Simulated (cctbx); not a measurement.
## Lattice, Laue class and space group of a new crystal

Cell: a = 4.3660 Å, b = 4.3660 Å, c = 7.7870 Å, α = 90.00°, β = 90.00°, γ = 90.00°. Expected content of the cell: Ce2 Se2 Cl2.

Simulated single-crystal data (cctbx): Cu Kα, λ = 1.54184 Å, to d = 0.8 Å, 80 % of the full sphere, strongest reflection 5000 counts, noise from counting, a 2 % proportional error and a noise floor of 2 counts (s.d.); no absorption, some extinction.

Tests on the unmerged data give:

```text
962 reflections to d = 0.804 A
centring   violations  <I/sigma> of those
    A        411 of   467     14.4
    B        426 of   480     14.4
    C        435 of   481     14.7
    I        394 of   487     11.3
    R        581 of   659     14.2
    F        636 of   714     14.5
Laue class    unique    Rint  (classes that these axes allow; Friedel mates merged)
P -1              586   0.025
P 1 2/m 1         348   0.030
P 1 1 2/m         332   0.030
P 2/m 1 1         345   0.030
P m m m           211   0.032
P 4/m             171   0.034
P 4/m m m         123   0.035
space group    extra absences  I>4sigma  <I/sigma>
P 4 2 2                 0          0         -  acentric
P 4 21 2                9          0      -0.3  acentric
P 4 m m                 0          0         -  acentric
P -4 2 m                0          0         -  acentric
P -4 21 m               9          0      -0.3  acentric
P -4 m 2                0          0         -  acentric
P 4/m m m               0          0         -  centric
P 4/n m m :1           39          0       0.1  centric
P 4/n m m :2           39          0       0.1  centric
Wilson B = 1.58 A^2   <|E^2-1|> = 0.673 (0.968 centric, 0.736 acentric)   E^2>4: 0.0 %
shell (A)         n   <I/sigma>
 7.79 - 1.60     21     43.4
 1.60 - 1.28     17     49.6
 1.28 - 1.11     13     36.0
 1.11 - 1.01     17     37.8
 1.01 - 0.94     16     33.3
 0.94 - 0.89      8     30.0
 0.89 - 0.84     16     28.7
 0.84 - 0.80     15     28.1
```

**Question.** What are the lattice type, the Laue class and the likely space group?

Every centring test has many violations, so the lattice is primitive.

Rint stays low (0.025 to 0.035) up to P 4/m m m, the highest class in these axes.

9 settings pass the absence test. The most absences obeyed, 39, belong to P 4/n m m alone.

⟨|E²−1|⟩ = 0.673 leans to a non-centrosymmetric structure, or to twinning, which lowers it. Here that hint misleads: the statistic assumes many like atoms on general positions, and few, heavy or special-position atoms break it. The Wilson B of 1.58 Å² means U ≈ 0.0200 Å².

The true group is P4/nmm (no. 129, origin choice 1), Laue class 4/mmm, centrosymmetric. The tables fix it.

The model is made up (kin elements in a known structure type, no relaxation), so it says nothing on whether the phase exists.

[Logs are printed without paths, hosts, clocks, repeated set-up lines and the standing remarks that a program may print on its own settings, such as how far it seeks lower states.]
